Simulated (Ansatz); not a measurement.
**ScTeN3 (model cell, started as cubic perovskite with Te in the octahedra): a soft mode frozen in**

Which phase does ScTeN3 (model cell, started as cubic perovskite with Te in the octahedra) fall into along its unstable mode, and how much energy does it gain?

Calculated with Ansatz 0.2.0; DFT PBEsol, scalar-relativistic, plane waves, PAW; PAW set soft_1.

The structure was built from a prototype and need not be the compound's stable phase.

## 1. Starting point

Symmetry: Pm-3m, No. 221, cubic system. The conventional cell has a = 3.913 Å, b = 3.913 Å, c = 3.913 Å, α = 90.00°, β = 90.00°, γ = 90.00°. Nearest to Sc lie 12 N at 2.77 Å and 8 Te at 3.39 Å. Nearest to Te lie 6 N at 1.96 Å and 8 Sc at 3.39 Å. N has 2 Te at 1.96 Å and 4 Sc at 2.77 Å nearest. Farther neighbours and most contacts between anions are not listed.

As a file:

```
Sc Te N
1.0
     3.91315    0.00000    0.00000
     0.00000    3.91315    0.00000
     0.00000    0.00000    3.91315
Sc Te N
1 1 3
Direct
  0.00000 0.00000 0.00000
  0.50000 0.50000 0.50000
  0.50000 0.50000 0.00000
  0.50000 0.00000 0.50000
  0.00000 0.50000 0.50000
```

## 2. The dispersion

The cell comes from relaxations at this level that are not shown. Stability and thermal properties need the whole zone. Linear response on a 4×4×4 q mesh gives force constants as far as a supercell of that size would.

File input.yaml:

```yaml
crystal:
  lattice:
    - [3.9131533689, 0.0, 0.0]
    - [0.0, 3.9131533689, 0.0]
    - [0.0, 0.0, 3.9131533689]
  atoms:
    - { symbol: Sc, position: [0.0, 0.0, 0.0] }
    - { symbol: Te, position: [0.5, 0.5, 0.5] }
    - { symbol: "N", position: [0.5, 0.5, 0.0] }
    - { symbol: "N", position: [0.5, 0.0, 0.5] }
    - { symbol: "N", position: [0.0, 0.5, 0.5] }
kpoints:
  mp_grid: { grid: [12, 12, 12] }
hamiltonian:
  xc: pbesol
  pseudopotentials: { kind: paw, azcp: { folder: soft_1 }, xc_functional: pbe }
scf:
  occupations: { method: methfessel_paxton, width: 0.2 }
output:
  eigenvalues: true
phonons:
  method: dfpt
  qmesh: [4, 4, 4]
  temperatures: { t_max: 1000, t_step: 50 }
  qpath:
    path:
      - [[0.0, 0.0, 0.0], [0.0, 0.5, 0.0], [0.5, 0.5, 0.0], [0.0, 0.0, 0.0], [0.5, 0.5, 0.5], [0.0, 0.5, 0.0]]
      - [[0.5, 0.5, 0.5], [0.5, 0.5, 0.0]]
    npoints: 10
```

Started as:

```
$ ansatz run input.yaml --threads 8 --pin off --max-ram 16384MiB --backend cpu --events-out ev --progress --plain --runs-dir out
```

Numbers of over 12 decimals in the logs are rounded to 6 here.

Output:

```text
Engine: ansatz 0.2.0, x86_64-unknown-linux-gnu
Pseudopotentials: kind: paw
Pseudopotential: Sc, paw, valence charge 11, recommended cutoff 420 eV (normal), soft_1/Sc.paw.azcp
Pseudopotential: Te, paw, valence charge 16, recommended cutoff 420 eV (normal), soft_1/Te.paw.azcp
Pseudopotential: N, paw, valence charge 5, recommended cutoff 420 eV (normal), soft_1/N.paw.azcp
Functional definition: PBEsol
  exchange = pbesol_x
  correlation = pbesol_c
Crystal: 5 atoms, lattice volume = 59.921 Å³
Basis set: ecut = 420 eV, 1189 PW (Γ), exchange–correlation on 54×54×54 points (8 copies of the dense FFT grid, shifted against one another)
Bands: 26, of which v1, the nominal top of the filled ones, is band 21 counted from 1 (20 counted from 0)
Symmetry: 48 space group operations
k-points: 84 of 1728
Non-local potential: Sc, projectors of the file, l = 0: 3, l = 1: 2, l = 2: 3, l = 3: 1
Non-local potential: Te, projectors of the file, l = 0: 2, l = 1: 2, l = 2: 2, l = 3: 1
Non-local potential: N, projectors of the file, l = 0: 2, l = 1: 2, l = 2: 1
PAW form: soft (Blöchl's): semilocal exchange-correlation on the pseudo side does not see the compensation charge
PAW frozen core: Sc, regenerated for the run's functional, and the local potential with it (the file was generated under x = pbe(κ = 0.804, μ = 0.219515), c = pbe(β = 0.066725))
PAW frozen core: Te, regenerated for the run's functional, and the local potential with it (the file was generated under x = pbe(κ = 0.804, μ = 0.219515), c = pbe(β = 0.066725))
PAW frozen core: N, regenerated for the run's functional, and the local potential with it (the file was generated under x = pbe(κ = 0.804, μ = 0.219515), c = pbe(β = 0.066725))
PAW one-centre angular grid: Sc, 590 points (default); XC on 64 Gauss nodes
PAW one-centre angular grid: Te, 590 points (default); XC on 64 Gauss nodes
PAW one-centre angular grid: N, 110 points (default); XC on 64 Gauss nodes
Initial density: superposition of atomic densities (chi_scale 0.1, normalization cell, long waves kept (reshape's long-wave potential 0.00 eV rms))
Initial wavefunctions: pseudopotential atomic-orbital guess
Functional: x = pbesol(κ = 0.804, μ = 0.123457), c = pbesol(β = 0.046)
SCF iter   1: F=—  HF=-10147.642901 eV  |F-HF|=—  |Δ(HF+E_count)|=         —  Δρ=9.43e-2  dr2=5.99e0  ethr=3.10e-3  ⟨swp⟩=5.8  Hψ=9833  notcnv=0
preconditioner: auto → Kerker (q_TF=auto, 2.571 Å⁻¹)  [metal: Δε(μ)=0.041 eV  Ē_g=8.978 eV  σ=0.200 eV  W_gap=0.17  n_scr=18 (ndim 8)  ℏωp=23.5 eV  f_vac=0.000  D(μ)=0.79/eV (n_scr^D=0)]
SCF iter   2: F=—  HF=-10146.329078 eV  |F-HF|=—  |Δ(HF+E_count)|=    1.31e0  S|Δr|=    0.00e0  Δρ=4.57e-2  dr2=1.41e0  ethr=3.10e-3  ⟨swp⟩=2.0  Hψ=4030  notcnv=0  defer=71
SCF iter   3: F=—  HF=-10145.952975 eV  |F-HF|=—  |Δ(HF+E_count)|=   3.76e-1  S|Δr|=    0.00e0  Δρ=1.08e-2  dr2=7.87e-2  ethr=3.10e-3  ⟨swp⟩=2.2  Hψ=3527  notcnv=0  defer=71
SCF iter   4: F=—  HF=-10145.929005 eV  |F-HF|=—  |Δ(HF+E_count)|=   2.40e-2  S|Δr|=    0.00e0  Δρ=1.35e-3  dr2=1.68e-3  ethr=1.87e-4  ⟨swp⟩=2.1  Hψ=3662  notcnv=0  defer=62
SCF iter   5: F=—  HF=-10145.928602 eV  |F-HF|=—  |Δ(HF+E_count)|=   4.02e-4  S|Δr|=    0.00e0  Δρ=3.80e-4  dr2=1.50e-4  ethr=4.01e-6  ⟨swp⟩=2.1  Hψ=3125  notcnv=0  defer=62
SCF iter   6: F=—  HF=-10145.928585 eV  |F-HF|=—  |Δ(HF+E_count)|=   1.71e-5  S|Δr|=    0.00e0  Δρ=9.42e-5  dr2=7.37e-6  ethr=3.58e-7  ⟨swp⟩=2.1  Hψ=2845  notcnv=0  defer=62
SCF iter   7: F=—  HF=-10145.928588 eV  |F-HF|=—  |Δ(HF+E_count)|=   2.21e-6  S|Δr|=    0.00e0  Δρ=2.15e-5  dr2=2.29e-7  ethr=1.76e-8  ⟨swp⟩=2.2  Hψ=3807  notcnv=0  defer=62
SCF iter   8: F=—  HF=-10145.928586 eV  |F-HF|=—  |Δ(HF+E_count)|=   2.04e-6  S|Δr|=    0.00e0  Δρ=5.22e-6  dr2=1.47e-8  ethr=5.45e-10  ⟨swp⟩=2.0  Hψ=3750  notcnv=0  defer=62
SCF iter   9: F=—  HF=-10145.928586 eV  |F-HF|=—  |Δ(HF+E_count)|=   5.53e-9  S|Δr|=    0.00e0  Δρ=1.13e-6  dr2=5.00e-10  ethr=3.49e-11  ⟨swp⟩=2.0  Hψ=3760  notcnv=0  defer=62
SCF iter  10: F=—  HF=-10145.928586 eV  |F-HF|=—  |Δ(HF+E_count)|=  3.24e-10  S|Δr|=    0.00e0  Δρ=1.91e-7  dr2=1.60e-11  ethr=1.19e-12  ⟨swp⟩=2.4  Hψ=2882  notcnv=0  defer=62
SCF iter  11: F=-10145.928586 eV  HF=-10145.928586 eV  |F-HF|=1.82e-12  |Δ(HF+E_count)|=    0.00e0  S|Δr|=    0.00e0  Δρ=4.47e-8  dr2=1.46e-12  ethr=1.00e-12  ⟨swp⟩=10.3  Hψ=10560  notcnv=0
SCF 1 converged in 11 iterations: F = -10145.928586 eV  dr2 = 1.46e-12
  greatest PAW one-centre occupation: 1.000 electrons in one spin orbital (limit 2), on the Te atom at site 1 (counted from 0), in its partial waves of l = 2
Initial density: read from a saved state, or passed on in memory by an earlier SCF of this step, an earlier step, the calling program or the single point that the run made first
iter 1 solved again at ethr=8.58e-8 eV; its pass at ethr=3.10e-3 eV (dr2=3.60e-5 eV) is discarded
SCF iter   1: F=—  HF=-10145.928586 eV  |F-HF|=—  |Δ(HF+E_count)|=         —  Δρ=3.14e-6  dr2=9.21e-9  ethr=8.58e-8  ⟨swp⟩=4.1  Hψ=17565  notcnv=0
eigensolver tolerance schedule: the retry pair's looser diagonalisation over-reported the residual by 3913.25 of it (diagonalisation noise at 0.12 of the residual, at the tolerance the schedule requests for it); recorded, not acted on — ethr = c·dr2/N_el stays at c = 1.0e-1
preconditioner: auto → Kerker (q_TF=auto, 2.571 Å⁻¹)  [metal: Δε(μ)=0.015 eV  Ē_g=9.086 eV  σ=0.200 eV  W_gap=0.06  n_scr=18 (ndim 8)  ℏωp=23.5 eV  f_vac=0.000  D(μ)=1.22/eV (n_scr^D=6)]
SCF iter   2: F=—  HF=-10145.928586 eV  |F-HF|=—  |Δ(HF+E_count)|=   1.92e-7  S|Δr|=    0.00e0  Δρ=1.76e-6  dr2=2.32e-9  ethr=2.19e-11  ⟨swp⟩=3.2  Hψ=4952  notcnv=0
SCF iter   3: F=—  HF=-10145.928586 eV  |F-HF|=—  |Δ(HF+E_count)|=  2.36e-10  S|Δr|=    0.00e0  Δρ=1.09e-6  dr2=9.74e-10  ethr=5.53e-12  ⟨swp⟩=1.0  Hψ=2184  notcnv=0
SCF iter   4: F=—  HF=-10145.928586 eV  |F-HF|=—  |Δ(HF+E_count)|=  1.20e-10  S|Δr|=    0.00e0  Δρ=5.94e-7  dr2=3.26e-10  ethr=2.32e-12  ⟨swp⟩=1.0  Hψ=2186  notcnv=0
SCF iter   5: F=—  HF=-10145.928586 eV  |F-HF|=—  |Δ(HF+E_count)|=  1.82e-11  S|Δr|=    0.00e0  Δρ=4.64e-7  dr2=2.03e-10  ethr=1.00e-12  ⟨swp⟩=1.0  Hψ=2184  notcnv=0
SCF iter   6: F=—  HF=-10145.928586 eV  |F-HF|=—  |Δ(HF+E_count)|=  1.09e-11  S|Δr|=    0.00e0  Δρ=3.97e-7  dr2=1.49e-10  ethr=1.00e-12  ⟨swp⟩=1.0  Hψ=2184  notcnv=0
SCF iter   7: F=—  HF=-10145.928586 eV  |F-HF|=—  |Δ(HF+E_count)|=  7.28e-12  S|Δr|=    0.00e0  Δρ=3.11e-7  dr2=9.08e-11  ethr=1.00e-12  ⟨swp⟩=1.0  Hψ=2184  notcnv=0
SCF iter   8: F=-10145.928586 eV  HF=-10145.928586 eV  |F-HF|=5.46e-12  |Δ(HF+E_count)|=  1.82e-11  S|Δr|=    0.00e0  Δρ=7.42e-8  dr2=5.10e-12  ethr=1.00e-12  ⟨swp⟩=2.1  Hψ=5224  notcnv=0
[...]
NSCF: frozen V_eff on 343 k-points
DFPT response loops at q = (0, 0, 0) (fractional): preconditioner auto → Kerker (q_TF=auto, 2.571 Å⁻¹) (partly filled bands, converged f_vac=0.000); β = 1.00, the filter's whole step (`scf.mixing.beta` (0.50) is not read by the response loops under this deck's `scf.mixing.preconditioner`; to damp them name `kerker` or `kerker_dos`, under which they read `scf.mixing.beta`, and type it under 1.00, their step now; both keys bind the ground state too); Broyden in place of MSR1
NSCF: frozen V_eff on 1176 k-points
DFPT response loops at q = (0, 0, 0.25) (fractional): mixed as the last ones told, above
NSCF: frozen V_eff on 686 k-points
DFPT response loops at q = (0, 0, -0.5) (fractional): mixed as the last ones told, above
NSCF: frozen V_eff on 2016 k-points
DFPT response loops at q = (0, 0.25, 0.25) (fractional): mixed as the last ones told, above
NSCF: frozen V_eff on 1176 k-points
DFPT response loops at q = (0, 0.25, -0.5) (fractional): mixed as the last ones told, above
NSCF: frozen V_eff on 686 k-points
DFPT response loops at q = (0, -0.5, -0.5) (fractional): mixed as the last ones told, above
NSCF: frozen V_eff on 3456 k-points
DFPT response loops at q = (0.25, 0.25, 0.25) (fractional): mixed as the last ones told, above
NSCF: frozen V_eff on 2016 k-points
DFPT response loops at q = (0.25, 0.25, -0.5) (fractional): mixed as the last ones told, above
NSCF: frozen V_eff on 1176 k-points
DFPT response loops at q = (0.25, -0.5, -0.5) (fractional): mixed as the last ones told, above
NSCF: frozen V_eff on 686 k-points
DFPT response loops at q = (-0.5, -0.5, -0.5) (fractional): mixed as the last ones told, above
SCF converged after 11 iterations
Stability not checked: this state was not tested for a lower state beside it, because cold or Methfessel-Paxton smearing, or corrected tetrahedra, fill the levels in a way that the test cannot read (fill_not_monotonic; see scf.lower_state_search)
Free energy (F): -10145.928586 eV
Harris-Foulkes:  -10145.928586 eV  (|F-HF|=1.82e-12)
Internal energy: -10145.927516 eV  (E = F + TS)
E sigma→0 (E₀):  -10145.928318 eV
Entropy (-TS):   -0.001070 eV (-0.214 meV/atom)
Fermi energy:    12.912159 eV
--- Per-component energies (eV) ---
  E_band       = -289.359630
  E_kinetic    = 768.441123
  E_local      = -2565.660788  (includes V_loc(G=0)·N_el)
  E_nonlocal   = 317.328831
  E_hartree    = 1127.886771
  E_xc         = -383.986651
  E_vxc        = -433.219106  (∫ρ·V_xc dr)
  E_paw        = -5932.378781  (= ΣΔE_a)
  E_vpaw       = -632.025661  (= ΣTr[D̂ρ^β])
  E_aug_tail   = 0.002420  (compensation charges beyond the density's cutoff)
  E_ewald      = -3478.148573
  E_core_change = 0.588133  (= ΣΔE_core)
  E_smearing   = -0.001070  (= −TS)
  E_closure    = -0.000000  (closes the sum)
  Σ components = -10145.928586   (vs F -10145.928586, Δ=0.00e0)
--- Band table (eV; the first three rows and the last of 84) ---
  k-point 0: bands = [... 17 lower, 11.4461, 11.4461, 11.4817, 11.4817, 11.4817, 13.7864, 13.7864, 14.2307, ... 1 higher]
  k-point 1: bands = [... 17 lower, 11.3835, 11.3835, 11.4149, 11.4149, 11.4173, 13.8416, 13.9720, 14.2398, ... 1 higher]
  k-point 2: bands = [... 17 lower, 11.1580, 11.1580, 11.3188, 11.3188, 11.6784, 13.9965, 14.2647, 14.3876, ... 1 higher]
  k-point 83: bands = [... 17 lower, 10.9516, 13.3357, 13.3357, 13.3357, 14.4973, 14.4973, 14.4973, 14.9808, ... 1 higher]
--- Phonons (Γ-DFPT): 4 representative perturbations + reference (Σ response iterations 15) ---
  ASR residual: 2.292e-5 → 0.000e0 eV/Å²; symmetrization residual: 4.674e-6 eV/Å²
  ASR residual per site (eV/Å²): 2.29e-5 9.67e-6 4.93e-6 4.93e-6 4.93e-6
  Γ frequencies (cm⁻¹): -295.86 -295.86 -295.86 -240.45 -240.45 -240.45 0.00 0.00 0.00 214.63 214.63 214.63 869.24 869.24 869.24
--- Phonons (arbitrary-q DFPT): 10 irreducible q on the 4×4×4 mesh ---
  q = [0.0000, 0.0000, 0.0000] (star 1, of the zone-centre solve; hermiticity 2.61e-7, symmetrization 7.88e-13): -295.86 -295.86 -295.86 -240.45 -240.45 -240.45 -0.00 -0.00 0.00 214.63 214.63 214.63 869.24 869.24 869.24
  q = [0.0000, 0.0000, 0.2500] (star 6, 9 solved perturbations in 4536 linear systems a pass and spin channel, the states on 588 of 1728 k-point pairs; hermiticity 2.75e-7, symmetrization 1.34e-12): -277.93 -277.93 -228.08 -208.23 -208.23 -170.93 88.64 88.64 139.11 201.23 201.23 254.55 866.46 874.88 874.88
  q = [0.0000, 0.0000, -0.5000] (star 3, 9 solved perturbations in 2646 linear systems a pass and spin channel, the states on 343 of 1728 k-point pairs; hermiticity 2.38e-7, symmetrization 1.10e-12): -267.73 -267.73 -197.96 -164.53 -164.53 91.74 156.12 156.12 157.58 157.58 195.58 316.56 842.46 878.88 878.88
  q = [0.0000, 0.2500, 0.2500] (star 12, 9 solved perturbations in 7686 linear systems a pass and spin channel, the states on 1008 of 1728 k-point pairs; hermiticity 2.91e-7, symmetrization 2.42e-14): -334.05 -285.54 -247.93 -190.88 -177.51 100.87 108.13 130.42 187.27 223.61 267.30 278.51 830.91 879.40 908.66
  q = [0.0000, 0.2500, -0.5000] (star 12, 15 solved perturbations on 588 of 1728 k-point pairs; hermiticity 3.46e-7, symmetrization 1.29e-14): -363.46 -259.80 -246.70 -220.82 -128.27 129.94 140.33 159.61 178.77 267.60 289.79 333.31 806.47 883.88 904.61
  q = [0.0000, -0.5000, -0.5000] (star 3, 9 solved perturbations in 2646 linear systems a pass and spin channel, the states on 343 of 1728 k-point pairs; hermiticity 4.00e-7, symmetrization 2.70e-13): -406.58 -301.79 -301.79 -97.72 -97.72 -94.26 164.53 188.28 188.28 336.17 336.17 345.63 789.98 888.34 940.26
  q = [0.2500, 0.2500, 0.2500] (star 8, 4 solved perturbations in 4536 linear systems a pass and spin channel, the states on 1728 of 1728 k-point pairs; hermiticity 1.53e-7, symmetrization 1.14e-12): -342.09 -319.29 -319.29 -211.44 -211.44 -76.46 215.82 215.82 220.58 281.81 281.81 307.13 832.21 832.21 938.10
  q = [0.2500, 0.2500, -0.5000] (star 12, 9 solved perturbations in 7686 linear systems a pass and spin channel, the states on 1008 of 1728 k-point pairs; hermiticity 2.64e-7, symmetrization 4.66e-13): -382.70 -359.54 -308.22 -236.62 -217.29 -116.02 219.82 238.06 276.25 301.43 302.92 344.83 804.71 834.35 951.86
  q = [0.2500, -0.5000, -0.5000] (star 6, 9 solved perturbations in 4536 linear systems a pass and spin channel, the states on 588 of 1728 k-point pairs; hermiticity 2.25e-7, symmetrization 1.36e-14): -415.62 -381.56 -381.56 -228.72 -228.72 -176.11 241.95 278.67 278.67 342.41 342.41 350.82 786.75 823.78 972.89
  q = [-0.5000, -0.5000, -0.5000] (star 1, 4 solved perturbations in 931 linear systems a pass and spin channel, the states on 343 of 1728 k-point pairs; hermiticity 1.09e-7, symmetrization 1.64e-12): -463.05 -463.05 -463.05 -245.76 -245.76 -245.76 298.92 298.92 298.92 355.83 355.83 355.83 784.36 784.36 985.23
  sum rule: each row above includes the acoustic sum rule's correction from the zone centre's row sums; it moved no ω² by more than (0.37 cm⁻¹)²
  mesh force constants: q→R imaginary residual 9.76e-19; ASR residual 2.292e-5 → 0.000e0 eV/Å²; symmetrization residual 2.132e-14 eV/Å²
  interpolated dispersion: 62 rows × 15 modes
  density of states and harmonic sums: on the 16×16×16 q-mesh, interpolated from the force constants of a 4×4×4 supercell (no non-analytic term)
  largest difference from the sums on the solved wave vectors: F 2.86e-2 eV, S 3.49e-5 and C_V 8.76e-6 eV/K
  zero-point energy: 0.252031 eV/cell   skipped modes (ω ≤ 0): 927, of them read as no rigid motion or as one in doubt: 924 (5.551e0 modes/cell left out, lowest -463.05 cm⁻¹)   left out of the sums: 3.70e-1 of the cell's modes: C_V's classical limit lies that fraction below 3 k_B per atom; for a crystal, a wire or a layer, F and S can be off by more, and a phonons.interpolated_qmesh denser along its periods is the remedy for the sampling
```

Wall time 22 min (8 threads of AMD EPYC 7R32 (Zen 2), shared host); peak memory 6.3 GiB; 2.6 h of CPU time.

This step gave:

* volume per atom: 11.98 Å³
* gap on the k-mesh: 0 eV
* sum-rule residual before enforcement: 2.29e-5 eV/Å²
* lowest frequency on the path: -463.0 cm⁻¹
* point group: m-3m
* highest frequency on the path or at a solved wavevector: 985.2 cm⁻¹
* highest optical mode at the zone centre (no LO-TO term): 869.2 cm⁻¹
* lowest optical zone-centre mode: -295.9 cm⁻¹
* lowest mode on the q mesh (acoustic modes at Γ apart): -463.1 cm⁻¹

Frequencies (cm⁻¹) solved at each irreducible wavevector; negative means imaginary. Frequencies by wavevector, by row:

```csv
q in reciprocal lattice units,star,mode 1,mode 2,mode 3,mode 4,mode 13,mode 14,mode 15
0 0 0,1,-295.9,-295.9,-295.9,-240.4,869.2,869.2,869.2
0 0 0.25,6,-277.9,-277.9,-228.1,-208.2,866.5,874.9,874.9
0 0 -0.5,3,-267.7,-267.7,-198,-164.5,842.5,878.9,878.9
0 0.25 0.25,12,-334.1,-285.5,-247.9,-190.9,830.9,879.4,908.7
0 0.25 -0.5,12,-363.5,-259.8,-246.7,-220.8,806.5,883.9,904.6
0 -0.5 -0.5,3,-406.6,-301.8,-301.8,-97.7,790,888.3,940.3
0.25 0.25 0.25,8,-342.1,-319.3,-319.3,-211.4,832.2,832.2,938.1
0.25 0.25 -0.5,12,-382.7,-359.5,-308.2,-236.6,804.7,834.4,951.9
0.25 -0.5 -0.5,6,-415.6,-381.6,-381.6,-228.7,786.8,823.8,972.9
-0.5 -0.5 -0.5,1,-463.1,-463.1,-463.1,-245.8,784.4,784.4,985.2
```

Interpolated from a 4×4×4 q mesh. Phonon branches along the path, in cm⁻¹:

```csv
point,branch 1,branch 2,branch 3,branch 4,branch 12,branch 13,branch 14,branch 15
Γ,-296,-296,-296,-240,215,869,869,869
halfway,-278,-278,-228,-208,254,866,875,875
X,-268,-268,-198,-164,317,842,879,879
halfway,-364,-260,-247,-221,333,806,884,905
M,-407,-302,-302,-98,346,790,888,940
halfway,-334,-286,-248,-191,278,831,879,909
Γ,-296,-296,-296,-240,215,869,869,869
halfway,-342,-319,-319,-211,307,832,832,938
R,-463,-463,-463,-246,356,784,784,985
halfway,-383,-360,-308,-237,345,805,834,952
X,-268,-268,-198,-164,317,842,879,879
jump to R,-463,-463,-463,-246,356,784,784,985
halfway,-416,-382,-382,-229,351,787,824,973
M,-407,-302,-302,-98,346,790,888,940
```

Symmetry leaves 10 wavevectors to solve. The lowest mode among them, the acoustic zeros apart, lies at q = (-0.5, -0.5, -0.5) and is imaginary, 463.1i cm⁻¹, so the energy falls along it.

## 3. The mode frozen in, largest atomic shift 0 Å

The mode followed lies at q = (-0.5, -0.5, -0.5) with frequency 463.0i cm⁻¹ and is 3-fold degenerate, the softest among the wavevectors solved. At small amplitude the distorted cell has space group no. 74 by a symmetry search on the positions. The undistorted cell that holds it gives the zero of energy on the same k mesh.

System of this step: ScTeN3 (model cell, started as cubic perovskite with Te in the octahedra). Symmetry: Pm-3m, No. 221, cubic system. Conventional cell: a = 3.913 Å, b = 3.913 Å, c = 3.913 Å, α = 90.00°, β = 90.00°, γ = 90.00°. Nearest to Sc lie 12 N at 2.77 Å and 8 Te at 3.39 Å. Te has 6 N at 1.96 Å and 8 Sc at 3.39 Å nearest. Nearest to N lie 2 Te at 1.96 Å and 4 Sc at 2.77 Å. Farther neighbours and most contacts between anions are not listed.

File input.yaml:

```yaml
crystal:
  lattice:
    - [3.9131533689, 3.9131533689, 0.0]
    - [3.9131533689, 0.0, 3.9131533689]
    - [3.9131533689, 0.0, -3.9131533689]
  atoms:
    - { symbol: Sc, position: [0.0, 0.0, 0.0] }
    - { symbol: Sc, position: [0.0, 0.5, 0.5] }
    - { symbol: Te, position: [0.5, 0.25, 0.75] }
    - { symbol: Te, position: [0.5, 0.75, 0.25] }
    - { symbol: "N", position: [0.5, 0.5, 0.5] }
    - { symbol: "N", position: [0.5, 0.0, 0.0] }
    - { symbol: "N", position: [0.0, 0.0, 0.5] }
    - { symbol: "N", position: [0.0, 0.5, 0.0] }
    - { symbol: "N", position: [0.5, 0.5, 0.0] }
    - { symbol: "N", position: [0.5, 0.0, 0.5] }
kpoints:
  mp_grid: { grid: [10, 10, 10] }
hamiltonian:
  xc: pbesol
  pseudopotentials: { kind: paw, azcp: { folder: soft_1 }, xc_functional: pbe }
scf:
  occupations: { method: methfessel_paxton, width: 0.2 }
output:
  forces: true
  stress: true
  eigenvalues: true
```

Output:

```text
[...]
Crystal: 10 atoms, lattice volume = 119.842 Å³
Basis set: ecut = 420 eV, 2397 PW (Γ), exchange–correlation on 80×80×80 points (8 copies of the dense FFT grid, shifted against one another)
Bands: 52, of which v1, the nominal top of the filled ones, is band 42 counted from 1 (41 counted from 0)
Symmetry: 96 space group operations
[...]
k-points: 47 of 1000
[...]
k-point 0: bands = [... 38 lower, 11.4800, 11.4800, 13.3336, 13.3336, 13.3336, 13.7852, 13.7852, 14.2296, ... 6 higher]
  k-point 1: bands = [... 38 lower, 11.4529, 11.5174, 13.0710, 13.0710, 13.2774, 13.8938, 13.8938, 14.2872, ... 6 higher]
  k-point 2: bands = [... 38 lower, 11.5345, 11.6273, 12.6315, 12.6315, 13.1173, 14.0514, 14.0514, 14.4393, ... 6 higher]
  k-point 46: bands = [... 38 lower, 10.8502, 10.8829, 11.6778, 12.3011, 14.8343, 14.8626, 14.8827, 14.9332, ... 6 higher]
[key lines of the parts left out:]
SCF converged after 8 iterations
Free energy (F): -20291.859854 eV
Fermi energy:    12.901481 eV
P = ⅓ Tr σ = 0.0973 GPa (0.973 kbar)
```

It took 3.6 s on 8 threads; peak memory 0.78 GiB; 25 s of CPU time.

This step gave:

```yaml
pressure: 0.09731 GPa
energy_from_the_undistorted_cell: 0 meV/atom
```

The run ends at a pressure of 0.10 GPa.

(Continued in part 2 of 3.)

[Logs are printed without paths, hosts, clocks, repeated set-up lines and the standing remarks that a program may print on its own settings, such as how far it seeks lower states.]

[Hosts, paths, dates, database ids (printed as entryN), source tags and the programs' standing remarks are cut or masked in the printed files.]
